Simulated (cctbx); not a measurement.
# What is wrong with this refinement?

Cell a = 9.6990 Å, b = 9.6990 Å, c = 9.6990 Å, α = 90.00°, β = 90.00°, γ = 90.00°; space group Fm-3m (no. 225).

The data are simulated with cctbx, not measured: Mo Kα, λ = 0.71073 Å, to d = 0.7 Å, 80 % of the full sphere, strongest reflection 20000 counts, noise from counting, a 3 % proportional error and a noise floor of 2 counts (s.d.); no absorption.

An anisotropic refinement with weights 1/σ² prints:

```text
Rint 0.030, 98 unique reflections to 0.71 A
cycle     R1     wR2    GooF  max shift (A)
   1  0.3918  0.6681  52.010   0.00000
   5  0.3196  0.5354  41.682   0.00000
final R1 0.3196 wR2 0.5354 GooF 41.682  parameters 3  data/parameter 32.7
atom        x        y        z      Ueq    occ   su(xyz)  su(Uiso or U11)
Ba1    0.25000  0.25000  0.75000   0.0065  1.000  0.00000  0.0034
Sb1    0.50000  0.00000  0.00000  -0.0124  1.000  0.00000  0.0028  NPD
Mn1    0.00000  0.00000  0.00000  -0.0189  1.000  0.00000  0.0036  NPD
difference map: max 68.75 min -12.92 rms 5.75
Q1    0.0000  0.0000  0.5000    4   68.75  0.00 A from Sb1
Q2    0.0000  0.2500  0.2500   24   54.31  2.42 A from Ba1
Q3    0.0000  0.0000  0.0000    4   51.18  0.00 A from Mn1
Q4    0.0000  0.0000  0.2596   24   43.71  2.33 A from Sb1
Q5    0.2500  0.2500  0.2500    8   41.12  0.00 A from Ba1
Q6    0.1013  0.2256  0.2256   96    7.94  1.48 A from Ba1
```

Q: Accept it or mend it, and why?

Mend it. The fault: an atom left out, S at (0, 0, 0.7480). Against the right model at the same level, R1 goes from 0.0047 to 0.3196 and GooF from 0.88 to 41.68, U of Mn1 shrinks from 0.0048 to -0.0189 Å², U of Sb1 shrinks from 0.0036 to -0.0124 Å², the top difference peak, 68.8 e/Å³, lies on Sb1 and Sb1 and Mn1 go non-positive-definite. Q4 is the missing atom. With scattering power missing, scale and phases suffer, so peaks may also grow on the heavy atoms.

The compound is Ba2MnSbS6. The right model at the same level gives:

```text
Rint 0.030, 98 unique reflections to 0.71 A
cycle     R1     wR2    GooF  max shift (A)
   1  0.0048  0.0121   0.954   0.00002
   2  0.0047  0.0111   0.881   0.00000
final R1 0.0047 wR2 0.0111 GooF 0.881  parameters 6  data/parameter 16.3
atom        x        y        z      Ueq    occ   su(xyz)  su(Uiso or U11)
Ba1    0.25000  0.25000  0.75000   0.0035  1.000  0.00000  0.0001
Sb1    0.50000  0.00000  0.00000   0.0036  1.000  0.00000  0.0001
Mn1    0.00000  0.00000  0.00000   0.0048  1.000  0.00000  0.0001
S1     0.00000  0.00000  0.74804   0.0067  1.000  0.00003  0.0001
difference map: max 0.17 min -0.20 rms 0.05
Q1    0.0000  0.0000  0.2226   24    0.18  0.28 A from S1
Q2    0.0985  0.0985  0.4015   32    0.16  1.65 A from Sb1
Q3    0.1161  0.1161  0.1161   32    0.12  1.95 A from Mn1
Q4    0.1204  0.2116  0.2116   96    0.12  1.36 A from Ba1
Q5    0.0529  0.0529  0.0529   32    0.11  0.89 A from Mn1
Q6    0.1417  0.1417  0.3583   32    0.10  1.82 A from Ba1
```

This is a model crystal, built by substitution and not relaxed, with assumed displacement parameters.

[Middle refinement cycles are left out of these outputs.]

[Logs are printed without paths, hosts, clocks, repeated set-up lines and the standing remarks that a program may print on its own settings, such as how far it seeks lower states.]
